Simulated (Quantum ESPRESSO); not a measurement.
# Core-hole calculation of the S K edge in LaS (Fm-3m), part 3 of 3

What does one-electron theory with a core hole give for the S K edge of LaS (Fm-3m)?

Quantum ESPRESSO 7.5; X-ray absorption near-edge structure, plane-wave PAW PBEsol, one-electron final states by a Lanczos continued fraction.

So far. Step 2 (The field without a hole): The mesh shows no gap, so the system is treated as a metal and the core electron is put at the Fermi level (neutral cell). Step 3 (Spectrum without a core hole, S atom 2): Main maxima below 24 eV (height): 3.2 eV (1.76), 6.7 eV (1.76), 7.6 eV (1.68), 12.0 eV (0.96), 15.6 eV (0.99) and 21.0 eV (0.97). A K edge sees empty p states on the absorber.

**8. Spectrum with XCH, S atom 2**

The Lanczos recursion gives the spectrum without computing empty bands; each polarisation needs a run of its own on the full k mesh. xe0 is set between filled and empty states, and states below it are cut, here at the Fermi level, which holds the excited electron. The file of filecore holds the core orbital, taken from the hole-free data set.

xspectra.in

```
&input_xspectra
   calculation='xanes_dipole', edge='K'
   prefix='x', outdir='tmp', xiabs=2, xe0=11.8994
   xonly_plot=.false., x_save_file='xanes.sav'
   xniter=3000, xcheck_conv=20, xerror=0.005
   xcoordcrys=.false., xepsilon(1)=1, xepsilon(2)=0, xepsilon(3)=0
/
&plot
   xnepoint=413, xemin=-10, xemax=45, terminator=.true., cut_occ_states=.true.
   xgamma=0.4
/
&pseudos
   filecore='../S.wfc'
/
&cut_occ
   cut_desmooth=0.1, cut_stepl=0.05, cut_stepu=0.05, cut_ierror=1e-5
/
5 5 5 0 0 0
```

Run with:

```sh
> OMP_NUM_THREADS=1 mpirun --oversubscribe --bind-to none -np 4 xspectra.x -nk 4 -in xspectra.in > xspectra.out
```

Log:

```text
     [... banner and references ...]
Reading input_file

     calculation: xanes_dipole

     xepsilon  [cartesian coordinates]:   1.000000   0.000000   0.000000

     xonly_plot: FALSE
        => complete calculation: Lanczos + spectrum plot

     filecore (core-wavefunction file): ../S.wfc

     main plot parameters:
        cut_occ_states: TRUE
        gamma_mode:  constant
        -> using xgamma [eV]:  0.40
        xemin [eV]: -10.00
        xemax [eV]:  45.00
        xnepoint:  413
        xe0 [eV]:  11.899400 (energy zero read in input file)

     WARNING: variable ef_r is obsolete

                      Reading SCF save directory: x.save

     tmp/x.save/

     Exchange-correlation= PBESOL
                           (   1   4  10   8   0   0   0)

     G-vector sticks info

                           Getting the Fermi energy

     From SCF save directory:
        ehomo [eV]:   12.1644 (highest occupied level)
        elumo [eV]:   12.2926 (lowest occupied level)
        ef    [eV]:   12.1644

     -> ef (in eV) will be written in x_save_file

                           Energy zero of the spectrum

     -> ef will NOT be used as energy zero of the spectrum
       (because xe0 read in input file)

     G-vector sticks info

     bravais-lattice index     =            0
     lattice parameter (alat)  =      11.0625  a.u.
     unit-cell volume          =    1353.8008 (a.u.)^3
     number of atoms/cell      =            8
     number of atomic types    =            3
     number of electrons       =        69.00
     number of Kohn-Sham states=           43
     kinetic-energy cutoff     =      75.0000  Ry
     charge density cutoff     =     560.0000  Ry
     Exchange-correlation= PBESOL
                           (   1   4  10   8   0   0   0)

     celldm(1)=  11.062457  celldm(2)=   0.000000  celldm(3)=   0.000000
     celldm(4)=   0.000000  celldm(5)=   0.000000  celldm(6)=   0.000000

     crystal axes: (cart. coord. in units of alat)
               a(1) = (   0.000000   0.000000   1.000000 )
               a(2) = (   1.000000   0.000000   0.000000 )
               a(3) = (   0.000000   1.000000   0.000000 )

     reciprocal axes: (cart. coord. in units 2 pi/alat)
               b(1) = (  0.000000  0.000000  1.000000 )
               b(2) = (  1.000000  0.000000  0.000000 )
               b(3) = (  0.000000  1.000000  0.000000 )

     PseudoPot. #1 for La:     Pseudo is Projector augmented-wave + core cor, Zval = 11.0

     ../pp/S.pbesol-nl-kjpaw-1sch.UPF
     Pseudo is Projector augmented-wave + core cor, Zval =  7.0
     Shape of augmentation charge: PSQ
     Using radial grid of 1151 points,  4 beta functions with:
                l(1) =   0
                l(2) =   0
                l(3) =   1
                l(4) =   1
     Q(r) pseudized with 0 coefficients

     ../pp/S.pbesol-nl-kjpaw.UPF
     Pseudo is Projector augmented-wave + core cor, Zval =  6.0
     Shape of augmentation charge: PSQ
     Using radial grid of 1151 points,  4 beta functions with:
                l(1) =   0
                l(2) =   0
                l(3) =   1
                l(4) =   1
     Q(r) pseudized with 0 coefficients

     atomic species   valence    mass     pseudopotential
     La               11.00     1.00000     La( 1.00)
     S0                7.00     1.00000     S ( 1.00)
     S                 6.00     1.00000     S ( 1.00)

     48 Sym. Ops., with inversion, found

   Cartesian axes

     site n.     atom                  positions (alat units)
         1        La     tau(   1) = (   0.0000000   0.0000000   0.0000000  )
         2        La     tau(   2) = (   0.5000000   0.5000000   0.0000000  )
         3        La     tau(   3) = (   0.5000000   0.0000000   0.5000000  )
         4        La     tau(   4) = (   0.0000000   0.5000000   0.5000000  )
         5        S0     tau(   5) = (   0.5000000   0.5000000   0.5000000  )
         6        S      tau(   6) = (   0.0000000   0.0000000   0.5000000  )
         7        S      tau(   7) = (   0.0000000   0.5000000   0.0000000  )
         8        S      tau(   8) = (   0.5000000   0.0000000   0.0000000  )

     number of k points=   125  Marzari-Vanderbilt smearing, width (Ry)=  0.0150

     Number of k-points >= 100: set verbosity='high' to print them.

     Dense  grid:   302659 G-vectors     FFT dimensions: (  90,  90,  90)

     Smooth grid:   118721 G-vectors     FFT dimensions: (  64,  64,  64)

     The potential is recalculated from file :
     tmp/x.save/charge-density

     Starting wfcs are   96 atomic wfcs
     Checking if some PAW data can be deallocated...

               Reading core wavefunction file for the absorbing atom

     ../S.wfc successfully read

                              Attributing the PAW radii
                     for the absorbing atom [units: Bohr radius]

        PAW proj 1: r_paw(l= 0)= 2.55  (1.5*r_cut)
        PAW proj 2: r_paw(l= 0)= 2.55  (1.5*r_cut)
        PAW proj 3: r_paw(l= 1)= 2.55  (1.5*r_cut)
        PAW proj 4: r_paw(l= 1)= 2.55  (1.5*r_cut)

        NB: The calculation will not necessary use all these r_paw values.
            - For a edge in the electric-dipole approximation,
              only the r_paw(l=1) values are used.
            - For a K edge in the electric-quadrupole approximation,
              only the r_paw(l=2) values are used.

            - For a L2 or L3 edge in the electric-quadrupole approximation,

              all projectors (s, p and d) are used.

                          Starting XANES calculation
                     in the electric dipole approximation

     Method of calculation based on the Lanczos recursion algorithm
        - STEP 1: Construction of a kpoint-dependent Lanczos basis,
          in which the Hamiltonian is tridiagonal (each 'iter'
          corresponds to the calculation of one more Lanczos vector)
        - STEP 2: Calculation of the cross-section as a continued fraction
          averaged over the k-points.

     ... Begin STEP 1 ...

        Radial transition matrix element(s) used in the calculation of the
        initial vector of the Lanczos basis (|tilde{phi}_abs> normalized)
        | For PAW proj. (l=1) #1: radial matrix element =   0.019920229
        | For PAW proj. (l=1) #2: radial matrix element =   0.028227733

NB: the    32 k-point are not all listed below because npool=  4
        |-------------------------------------------------------------
        ! k-point #     1:  ( 0.0000,  0.0000,  0.0000),  0.0160,   1
        |-------------------------------------------------------------
 okvan= T
        |   Norm of the initial Lanczos vector: 0.18813107E-01
        |   Estimated error at iter     20:   1.00623948
        |   Estimated error at iter     40:   0.54435679
        |   Estimated error at iter     60:   0.28021552
        |   Estimated error at iter     80:   0.18161748
        |   Estimated error at iter    100:   0.04635431
[...]
!   => CONVERGED at iter    200 with error=  0.00016762
        |-------------------------------------------------------------
        ! k-point #     2:  ( 0.0000,  0.2000,  0.0000),  0.0160,   1
        |-------------------------------------------------------------
 okvan= T
        |   Norm of the initial Lanczos vector: 0.18813146E-01
[...]
!   => CONVERGED at iter    320 with error=  0.00479795
        |-------------------------------------------------------------
     [... 29 further k-points ...]
        ! k-point #    32:  ( 0.2000,  0.2000,  0.2000),  0.0160,   1
        |-------------------------------------------------------------
 okvan= T
        |   Norm of the initial Lanczos vector: 0.18813119E-01
[...]
|   Estimated error at iter    500:   0.00716003
        |   Estimated error at iter    520:   0.00767784
        |   Estimated error at iter    540:   0.00705849
        !   => CONVERGED at iter    560 with error=  0.00311374

     Results of STEP 1 successfully written in x_save_file
     x_save_file name:
     ->  xanes.sav
     x_save_file version:  2

     ... End STEP 1 ...

     ... Begin STEP 2 ...

     The spectrum is calculated using the following parameters:
        xe0 [eV]:   11.8994
        the occupied states are elimintate from the spectrum
        xemin [eV]: -10.00
        xemax [eV]:  45.00
        xnepoint:  413
        constant broadening parameter [eV]:    0.400
        Core level energy [eV]:  -2472.
         (from electron binding energy of neutral atoms in X-ray data booklet)

     Cross-section successfully written in xanes.dat

     ... End STEP 2 ...

                                END JOB XSpectra
```

It took 7.8 min on 4 MPI ranks of Intel Xeon Platinum 8124M at 3.00GHz (Skylake/Cascade Lake), shared host; peak memory 0.8 GiB; 31 min of CPU time.

The S K spectrum, S atom 2, excited-electron core hole (neutral cell) (energy from the energy zero of the input (xe0, at the border of filled and empty states); intensity scaled to a mean of 1 over the first 20 eV; the points at xe0, where the cut of filled states can leave a spike, are interpolated):

```tsv
E (eV)	intensity
-2.0	0.06
-1.5	0.08
-1.0	0.10
-0.5	0.16
0.0	0.28
0.5	0.43
1.0	0.73
1.5	1.09
2.0	1.73
2.5	2.31
3.0	1.75
3.5	1.25
4.0	1.27
4.5	1.60
5.0	1.34
5.5	1.03
6.0	1.35
6.5	1.18
7.0	0.99
7.5	0.94
8.0	0.82
8.5	0.77
9.0	0.86
9.5	0.94
10.0	0.69
10.5	0.66
11.0	0.82
11.5	0.90
12.0	0.88
12.5	0.96
13.0	1.06
13.5	0.88
14.0	0.69
14.5	0.65
15.0	0.77
15.5	0.90
16.0	0.98
16.5	0.79
17.0	0.77
17.5	0.85
18.0	1.06
18.5	0.92
19.0	0.79
19.5	1.01
20.0	1.11
20.5	1.04
21.0	0.80
21.5	0.84
22.0	0.99
22.5	1.15
23.0	1.27
23.5	1.27
24.0	1.47
24.5	1.91
25.0	1.95
25.5	1.39
26.0	1.18
26.5	0.97
27.0	0.81
27.5	0.79
28.0	0.89
28.5	0.96
29.0	0.93
29.5	0.77
30.0	0.73
30.5	0.98
31.0	1.00
31.5	0.90
32.0	0.90
```

Main maxima below 24 eV (height): 2.5 eV (2.32), 4.4 eV (1.61), 6.2 eV (1.41), 13.0 eV (1.07), 18.2 eV (1.09) and 20.2 eV (1.15). 

The total-energy difference is 2479.73 eV. One term is added: -16.94 eV, since the hole is spin-paired here and a spin-polarised one costs that much less in the free atom (computed apart). The photon energy is then 2462.79 eV. The functional leaves an error in such absolute values: in the free atom PBEsol prices this hole 4.4 eV below PBE (computed apart), and PBE is itself good to a few eV.

**9. Another broadening**

The final state's lifetime shortens with energy, so measured features broaden above the edge; the saved Lanczos coefficients are redrawn with a width that grows.

xspectra_plot.in

```
&input_xspectra
   calculation='xanes_dipole', edge='K'
   prefix='x', outdir='tmp', xiabs=2, xe0=11.8994
   xonly_plot=.true., x_save_file='xanes.sav'
   xniter=3000, xcheck_conv=20, xerror=0.005
   xcoordcrys=.false., xepsilon(1)=1, xepsilon(2)=0, xepsilon(3)=0
/
&plot
   xnepoint=413, xemin=-10, xemax=45, terminator=.true., cut_occ_states=.true.
   gamma_mode='variable', gamma_energy(1)=4, gamma_energy(2)=25, gamma_value(1)=0.3, gamma_value(2)=2.5
/
&pseudos
   filecore='../S.wfc'
/
&cut_occ
   cut_desmooth=0.1, cut_stepl=0.05, cut_stepu=0.05, cut_ierror=1e-5
/
5 5 5 0 0 0
```

Run with:

```sh
> OMP_NUM_THREADS=1 xspectra.x -in xspectra_plot.in > xspectra_plot.out
```

Log:

```text
     [... banner and references ...]
Reading input_file
     -------------------------------------------------------------------------

     calculation: xanes_dipole

     xonly_plot: TRUE
        => only the spectrum plot

     main plot parameters:
        cut_occ_states: TRUE
        gamma_mode:  variable
        -> first, constant up to point ( 4.00, 0.30) [eV]
        -> then, linear up to point (25.00, 2.50) [eV]
        -> finally, constant up to xemax
        xemin [eV]: -10.00
        xemax [eV]:  45.00
        xnepoint:  413
[...]
xemin [eV]: -10.00
        xemax [eV]:  45.00
        xnepoint:  413
        energy-dependent broadening parameter:
         -> first, constant up to point ( 4.00, 0.30) [eV]
         -> then, linear up to point (25.00, 2.50) [eV]
         -> finally, constant up to xemax
        Core level energy [eV]:  -2472.
         (from electron binding energy of neutral atoms in X-ray data booklet)

     Cross-section successfully written in xanes.dat

     -------------------------------------------------------------------------
                                END JOB XSpectra
     -------------------------------------------------------------------------
[key lines of the parts left out:]
Fermi level [eV]:  12.1644
```

Wall time 2.6 s (1 MPI rank); peak memory 0.05 GiB.

With a Lorentzian half width 0.3 eV up to 4 eV, rising linearly to 2.5 eV at 25 eV, the maxima are 2.5 eV (2.55), 4.4 eV (1.68), 6.2 eV (1.29) and 12.7 eV (0.88).

**10. What the core hole does**

Both curves are counted from their own zero, so only the shift of weight within the empty states shows.

```tsv
E (eV)	no hole	XCH
-2.0	0.05	0.06
-1.0	0.09	0.10
0.0	0.27	0.28
1.0	0.46	0.73
2.0	0.75	1.73
3.0	1.74	1.75
4.0	1.51	1.27
5.0	1.14	1.34
6.0	1.17	1.35
7.0	1.58	0.99
8.0	1.56	0.82
9.0	1.07	0.86
10.0	0.89	0.69
11.0	0.62	0.82
12.0	0.96	0.88
13.0	0.86	1.06
14.0	0.91	0.69
15.0	0.68	0.77
16.0	0.94	0.98
17.0	0.85	0.77
18.0	0.85	1.06
19.0	0.74	0.79
20.0	0.75	1.11
21.0	0.96	0.80
22.0	0.80	0.99
23.0	0.99	1.27
24.0	1.21	1.47
25.0	1.44	1.95
26.0	1.72	1.18
27.0	1.41	0.81
28.0	0.87	0.89
29.0	1.04	0.93
30.0	0.84	0.73
31.0	0.87	1.00
32.0	0.83	0.90
```

With each curve scaled to its own mean, the area from −2 to 6 eV with the hole is 7.9 against 6.6, and the centre of weight from −1 to 20 eV moves by -0.2 eV: the hole pulls the absorber's empty states down.

**11. What came out**

```yaml
absorber_and_edge: S K, atom 2 of the ground-state input (counted from 1)
surroundings: 6 La at 2.93 Å (octahedral, site symmetry m-3m)
highest_intensity_below_16_ev: 2.5 eV above the zero, height 2.32
photon_energy_of_the_zero_with_the_added_terms: 2462.8 eV (raw 2479.7 eV; PBEsol puts this hole about 4 eV below PBE, itself good to a few eV)
```

In words: The S K edge of atom 2, with 6 La at 2.93 Å (octahedral, site symmetry m-3m), has its highest intensity of the first 16 eV at 2.5 eV above the zero, near 2465 eV in photon energy (PBEsol puts this hole about 4 eV below PBE, itself good to a few eV), 2.3 times the mean level of the first 20 eV (Lorentzian half width 0.4 eV). With each curve scaled to its own mean, the area from −2 to 6 eV with the hole is 7.9 against 6.6, and the centre of weight from −1 to 20 eV moves by -0.2 eV: the hole pulls the absorber's empty states down. The primitive cell holds an odd number of electrons, so a spin-paired run has to come out metallic; that is right for a metal, but some such compounds are magnetic or distorted insulators. The holes are only 5.9 Å apart, so the shape is probably not converged with cell size; no larger cell was run here. The structure is a published determination, not relaxed.

[Banner, clock and machine lines of the logs are left out without a mark of their own.]

[Logs are printed without paths, hosts, clocks, repeated set-up lines and the standing remarks that a program may print on its own settings, such as how far it seeks lower states.]

[Hosts, paths, dates, database ids (printed as entryN), source tags and the programs' standing remarks are cut or masked in the printed files.]

[Lists of maxima count a maximum above −3 eV only where it reaches 4 % of the highest in the window and stands out from its surroundings by 2 % of it (1.5 % where it reaches 55 %); shoulders and weaker maxima are passed over, and of the rest the first, up to two pre-edge ones and the few strongest are named.]
